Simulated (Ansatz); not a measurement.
**Moving the knobs of a GW run on WS2 (Tungstenite)**

Aim: change settings of a G0W0 run on WS2 (Tungstenite) and see what moves.

Main program and level: Ansatz 0.2.0; G0W0 on PBE, plane waves, PAW.

The database entry behind the starting cell differs from later determinations by our own check (an axis about 1.4 % long against later determinations), so it need not match the best structure at ambient conditions.

## Step 1: Starting point

It takes space group P6_3/mmc (No. 194, hexagonal). The conventional cell has a = 3.180 Å, b = 3.180 Å, c = 12.500 Å, α = 90.00°, β = 90.00°, γ = 120.00°. W has 6 S at 2.41 Å nearest. S has 3 W at 2.41 Å nearest. Farther neighbours and most contacts between anions are not listed.

The cell and positions come from the Crystallography Open Database and are kept as given unless a step says otherwise. Spin-orbit coupling is left out unless a step names it. The default PAW set here is soft_2. Its files were made with PBE.

## Step 2: The base run: 6×6×2 mesh, 142 empty bands, screening to 69 eV

Now the one-shot GW correction: screening in the RPA, then the self-energy of the levels asked for.

input.yaml

```yaml
crystal:
  lattice:
    - [3.18, 0.0, 0.0]
    - [-1.59, 2.753960784, 0.0]
    - [0.0, 0.0, 12.5]
  atoms:
    - { symbol: W, position: [0.3333333333, 0.6666666667, 0.25] }
    - { symbol: W, position: [0.6666666667, 0.3333333333, 0.75] }
    - { symbol: S, position: [0.3333333333, 0.6666666667, 0.625] }
    - { symbol: S, position: [0.6666666667, 0.3333333333, 0.125] }
    - { symbol: S, position: [0.3333333333, 0.6666666667, 0.875] }
    - { symbol: S, position: [0.6666666667, 0.3333333333, 0.375] }
kpoints:
  mp_grid: { grid: [6, 6, 2] }
hamiltonian:
  xc: pbe
scf:
  occupations: { method: fixed }
gw:
  n_empty_bands: 142
  ecut_chi: 69
  qp_bands: [v2, c2]
  qp_kpoints: band_edges
  screening: { model: contour_deformation }
```

On the command line:

```
$ ansatz run input.yaml --threads 3 --pin off --max-ram 64512MiB --backend cuda --events-out ev --progress --plain --runs-dir out --devices 1 --max-vram 24GiB  # rebuilt from the run's record
```

Numbers of over 12 decimals in the logs are rounded to 6 here.

The log of the run:

```text
GPUs: using 1 of 1 available (devices: 1).
Engine: ansatz 0.2.0, x86_64-unknown-linux-gnu
Pseudopotentials: kind: paw
Pseudopotential: W, paw, valence charge 14, recommended cutoff 420 eV (normal), W.paw.azcp
Pseudopotential: S, paw, valence charge 6, recommended cutoff 420 eV (normal), S.paw.azcp
Functional definition: PBE
  parameter kappa = 0.804
  parameter beta = 0.066725
  exchange = pbe_x(kappa = kappa, mu = beta*pi^2/3)
  correlation = pbe_c(beta = beta)
device memory: the entry about to start is reckoned to put 1.1 GiB on a device that reports 52.4 GiB free (of which the cap on the GPU budget leaves the run 24.0 GiB)
GPU FFT provider: cuFFT
GPU libraries: cuBLAS 13.8.2, cuFFT 12.4.0, cuSOLVER 12.3.4
Crystal: 6 atoms, lattice volume = 109.470 Å³
Basis set: ecut = 420 eV, 2129 PW (Γ)
Bands: 32, of which v1, the nominal top of the filled ones, is band 26 counted from 1 (25 counted from 0)
Symmetry: 24 space group operations
Space group: P63/mmc (ITA 194), of the structure as read, at distance tolerance 4.8e-5 Å
k-points: 14 of 72
Non-local potential: W, projectors of the file, l = 0: 3, l = 1: 2, l = 2: 2, l = 3: 1
Non-local potential: S, projectors of the file, l = 0: 2, l = 1: 2, l = 2: 2
PAW form: soft (Blöchl's): semilocal exchange-correlation on the pseudo side does not see the compensation charge
PAW one-centre angular grid: W, 590 points (default); XC on 64 Gauss nodes
PAW one-centre angular grid: S, 110 points (default); XC on 64 Gauss nodes
Initial density: superposition of atomic densities (neutral atoms: chi_scale 0, normalization atom), corrected by the library's trained network
Initial wavefunctions: pseudopotential atomic-orbital guess
GPU buffer pool allocated for 51840 grid points (all kernels)
GPU transforms: local potential and band sums: pruned to the plane-wave sphere, on 24×24×90
Functional: x = pbe(κ = 0.804, μ = 0.219515), c = pbe(β = 0.066725)
SCF iter   1: F=—  HF=-24382.787099 eV  |F-HF|=—  |Δ(HF+E_count)|=         —  Δρ=5.12e-3  dr2=1.66e-2  ethr=1.77e-3  ⟨swp⟩=5.0  Hψ=1822  notcnv=0  defer=33
preconditioner: auto → Resta (q_TF=auto, 2.410 Å⁻¹)  ε∞=7.5  [insulator: Δε(μ)=1.041 eV  Ē_g=8.375 eV  n_scr=26 (ndim 8)  ℏωp=21.3 eV  f_vac=0.025  ε∞_Penn≈7.5]
SCF iter   2: F=—  HF=-24382.791492 eV  |F-HF|=—  |Δ(HF+E_count)|=   4.39e-3  Δρ=2.73e-3  dr2=2.14e-3  ethr=3.19e-5  ⟨swp⟩=2.1  Hψ=754  notcnv=0  defer=54
SCF iter   3: F=—  HF=-24382.795206 eV  |F-HF|=—  |Δ(HF+E_count)|=   3.71e-3  Δρ=1.19e-3  dr2=4.51e-4  ethr=4.11e-6  ⟨swp⟩=2.1  Hψ=674  notcnv=0  defer=54
SCF iter   4: F=—  HF=-24382.796136 eV  |F-HF|=—  |Δ(HF+E_count)|=   9.30e-4  Δρ=6.56e-5  dr2=5.11e-6  ethr=8.68e-7  ⟨swp⟩=2.0  Hψ=711  notcnv=0  defer=54
[...]
E_xc         = -924.384668
  E_vxc        = -830.176343  (∫ρ·V_xc dr)
  E_paw        = -19526.258880  (= ΣΔE_a)
  E_vpaw       = -270.187352  (= ΣTr[D̂ρ^β])
  E_aug_tail   = -0.000119  (compensation charges beyond the density's cutoff)
  E_ewald      = -3187.763116
  E_smearing   = -0.000000  (= −TS)
  E_closure    = 0.000000  (closes the sum)
  Σ components = -24382.796141   (vs F -24382.796141, Δ=0.00e0)
--- Band table (eV; the first three rows and the last of 14) ---
  k-point 0: bands = [... 22 lower, 8.9990, 9.6943, 10.1732, 11.2650, 13.5108, 13.5108, 13.5186, 13.5186, ... 2 higher]
  k-point 1: bands = [... 22 lower, 8.9778, 8.9778, 10.9613, 10.9613, 13.5077, 13.5077, 13.5077, 13.5077, ... 2 higher]
  k-point 2: bands = [... 22 lower, 8.9492, 9.7774, 10.0915, 10.4572, 12.8394, 13.2618, 13.3693, 13.4536, ... 2 higher]
  k-point 13: bands = [... 22 lower, 8.2312, 8.2312, 10.6075, 10.6075, 12.4366, 12.4366, 13.9183, 13.9183, ... 2 higher]
--- G₀W₀: contour deformation, 7 samples at zero and on the imaginary axis and 1 off it, 72 q-points, 142 empty bands' worth ---
  eigenvalues of the whole cell's RPA ε∞ on this k-mesh (on a slab, of 1 + 4πα/V) = 5.4331, 14.4153, 14.4153; static W/v taken at q = 0 is 0.070196
  bands read: the sum over 168 bands ends inside a degenerate multiplet in 1 slot, whose members it reads at an even weight; the widest, k=0: bands 168 to 169 (counted from 1) at 1/2 each
  gw.qp_kpoints: band_edges: 10 of 14 stored k-points solved, in 1 pass; an edge of the gap read off the rows below is read off those points alone
    valence top: of the k-points left out ik 6 came nearest to being solved in a further pass, in band 26 (counted from 1, as in the quasiparticle table): it holds the edge there only if its correction is more favourable than any solved in that band by at least 1.505 eV; those differ by 0.108 eV
    conduction bottom: of the k-points left out ik 4 came nearest to being solved in a further pass, in band 27 (counted from 1, as in the quasiparticle table): it holds the edge there only if its correction is more favourable than any solved in that band by at least 0.638 eV; those differ by 0.205 eV
    ik  band        ε_KS         Σx   Σc(E_QP)       V_xc       Z   E_QP_lin       E_QP  E_QP is
     0    25     10.1732   -18.1777     1.2457   -16.9538  0.7539    10.1950    10.1950  root
     0    26     11.2650   -19.4389     0.8423   -18.7641  0.7591    11.4324    11.4327  root
     0    27     13.5108   -13.7160    -3.9534   -18.3592  0.7597    14.2099    14.2005  root
     0    28     13.5108   -13.7160    -3.9534   -18.3592  0.7597    14.2099    14.2005  root
     1    25     10.9613   -19.1266     1.0730   -18.1682  0.7592    11.0758    11.0760  root
     1    26     10.9613   -19.1266     1.0730   -18.1682  0.7592    11.0758    11.0760  root
     1    27     13.5077   -13.6700    -3.9419   -18.2965  0.7595    14.2014    14.1921  root
     1    28     13.5077   -13.6700    -3.9419   -18.2965  0.7595    14.2014    14.1921  root
[...]
13    25     10.6075   -18.8759     0.8542   -18.1348  0.7610    10.7205    10.7207  root
    13    26     10.6075   -18.8759     0.8542   -18.1348  0.7610    10.7205    10.7207  root
    13    27     12.4366   -15.7105    -3.5017   -19.8326  0.7606    13.0630    13.0570  root
    13    28     12.4366   -15.7105    -3.5017   -19.8326  0.7606    13.0630    13.0570  root
[key lines of the parts left out:]
SCF converged after 6 iterations
Free energy (F): -24382.796141 eV
Fermi energy:    11.265030 eV
```

Wall time 15 s (1 × NVIDIA H100 80GB HBM3 (shared by 3 runs) with 3 threads of AMD EPYC 7R13 (Zen 3), shared host); peak memory 1.2 GiB.

Reading the cycles: dr2 is the Hartree energy of the density residual (eV), the measure of convergence; HF is the Harris–Foulkes estimate of the energy, which meets the free energy F at convergence.

Numbers from this step:

- bands summed: 168
- RPA ε∞ on this mesh (eigenvalues): 5.433, 14.42, 14.42
- plane waves in the screening matrix: 149
- q-points in the mesh: 72
- G0W0 gap on the mesh: 1.364 eV
- k of the valence top: 0, 0, 0
- k of the conduction bottom: 0.1667, 0.1667, 0
- starting gap on the mesh: 1.047 eV
- Z at the valence top: 0.7591
- Z at the conduction bottom: 0.7690
- least direct G0W0 gap on the computed points: 2.222 eV

The gap on the mesh goes from 1.05 eV to 1.36 eV, a correction of +0.32 eV. Between the two edge states, bare exchange in place of the xc potential would open the gap by 4.64 eV, and correlation takes back 4.32 eV.

## Step 3: Variant: guard bands

Changes to input.yaml since step 2:

```diff
@@ -19,4 +19,4 @@
 gw:
-  n_empty_bands: 142
-  ecut_chi: 69
+  n_empty_bands: 177
+  ecut_chi: 80
   qp_bands: [v2, c2]
@@ -24 +24,2 @@
   screening: { model: contour_deformation }
+  n_guard_bands: 0
```

The log of the run:

```text
GPUs: using 1 of 1 available (devices: 1).
[...]
GPU FFT provider: cuFFT
GPU libraries: cuBLAS 13.8.2, cuFFT 12.4.0, cuSOLVER 12.3.4
Crystal: 6 atoms, lattice volume = 109.470 Å³
Basis set: ecut = 420 eV, 2129 PW (Γ)
Bands: 32, of which v1, the nominal top of the filled ones, is band 26 counted from 1 (25 counted from 0)
Symmetry: 24 space group operations
[...]
k-points: 14 of 72
[...]
GPU buffer pool allocated for 51840 grid points (all kernels)
[...]
SCF iter   1: F=—  HF=-24382.787099 eV  |F-HF|=—  |Δ(HF+E_count)|=         —  Δρ=5.12e-3  dr2=1.66e-2  ethr=1.77e-3  ⟨swp⟩=5.0  Hψ=1822  notcnv=0  defer=33
[...]
SCF iter   6: F=-24382.796141 eV  HF=-24382.796141 eV  |F-HF|=1.17e-8  |Δ(HF+E_count)|=   6.12e-8  Δρ=4.36e-6  dr2=2.76e-8  ethr=1.92e-10  ⟨swp⟩=5.3  Hψ=1391  notcnv=0
SCF 1 converged in 6 iterations: F = -24382.796141 eV  dr2 = 2.76e-8
[...]
NSCF: frozen V_eff on 14 k-points, pencils in batches of 32, up to order 128
[...]
NSCF: frozen V_eff on 14 k-points
G₀W₀ screening: q 1/14
[... further progress lines ...]
SCF converged after 6 iterations
Free energy (F): -24382.796141 eV
[...]
Internal energy: -24382.796141 eV  (E = F + TS)
E sigma→0 (E₀):  -24382.796141 eV
Fermi energy:    11.265030 eV
[...]
--- Band table (eV; the first three rows and the last of 14) ---
  k-point 0: bands = [... 22 lower, 8.9990, 9.6943, 10.1732, 11.2650, 13.5108, 13.5108, 13.5186, 13.5186, ... 2 higher]
  k-point 1: bands = [... 22 lower, 8.9778, 8.9778, 10.9613, 10.9613, 13.5077, 13.5077, 13.5077, 13.5077, ... 2 higher]
  k-point 2: bands = [... 22 lower, 8.9492, 9.7774, 10.0915, 10.4572, 12.8394, 13.2618, 13.3693, 13.4536, ... 2 higher]
  k-point 13: bands = [... 22 lower, 8.2312, 8.2312, 10.6075, 10.6075, 12.4366, 12.4366, 13.9183, 13.9183, ... 2 higher]
[...]
0    25     10.1732   -18.1777     1.1625   -16.9538  0.7525    10.1117    10.1118  root
     0    26     11.2650   -19.4389     0.7430   -18.7641  0.7573    11.3332    11.3333  root
     0    27     13.5108   -13.7160    -4.0408   -18.3592  0.7581    14.1201    14.1132  root
     0    28     13.5108   -13.7160    -4.0408   -18.3592  0.7581    14.1201    14.1132  root
     1    25     10.9613   -19.1266     0.9775   -18.1682  0.7574    10.9805    10.9805  root
     1    26     10.9613   -19.1266     0.9775   -18.1682  0.7574    10.9805    10.9805  root
     1    27     13.5077   -13.6700    -4.0294   -18.2965  0.7579    14.1115    14.1047  root
     1    28     13.5077   -13.6700    -4.0294   -18.2965  0.7579    14.1115    14.1047  root
[...]
13    25     10.6075   -18.8759     0.7637   -18.1348  0.7596    10.6301    10.6302  root
    13    26     10.6075   -18.8759     0.7637   -18.1348  0.7596    10.6301    10.6302  root
    13    27     12.4366   -15.7105    -3.6024   -19.8326  0.7588    12.9603    12.9562  root
    13    28     12.4366   -15.7105    -3.6024   -19.8326  0.7588    12.9603    12.9562  root
```

It took 13 s on 1 × NVIDIA H100 80GB HBM3 (shared by 3 runs) with 3 threads; peak memory 1.2 GiB.

The G0W0 gap on the mesh is 1.383 eV.

Against the base:

| setting | base | variant |
| --- | --- | --- |
| empty bands | 142 | 177 |
| screening cutoff (eV) | 69 | 80 |
| n guard bands | - | 0 |

| quantity | variant | base |
| --- | --- | --- |
| starting gap on the mesh | 1.047 | 1.047 |
| G0W0 gap on the mesh | 1.383 | 1.364 |
| least direct G0W0 gap on the computed points | 2.214 | 2.222 |
| Z at the valence top | 0.757 | 0.759 |
| Z at the conduction bottom | 0.768 | 0.769 |

## Step 4: Results

```json
{
  "base": "1.36 eV, 15 s",
  "guard bands": "1.38 eV, 13 s"
}
```

What this shows: Guard bands: the gap moves by +0.02 eV. The variant differs from the base in empty bands, screening cutoff and n guard bands together, so the change can't be laid to one of them. All runs here use a coarse mesh and modest cutoffs; they test settings and are not final values. The many-body steps are scalar-relativistic: spin-orbit coupling is not in them.

[Paths, hosts, dates, memory and timing lines, banners, echoed tables and standing remarks are left out of the program output.]

[Logs are printed without paths, hosts, clocks, repeated set-up lines and the standing remarks that a program may print on its own settings, such as how far it seeks lower states.]

[Runs of the session that timed out or met a known fault of the program may be left out.]

[Cells called generated may have been cut or substituted from an entry of the Crystallography Open Database or the Materials Project.]

[Hosts, paths, dates, database ids (printed as entryN), source tags and the programs' standing remarks are cut or masked in the printed files.]
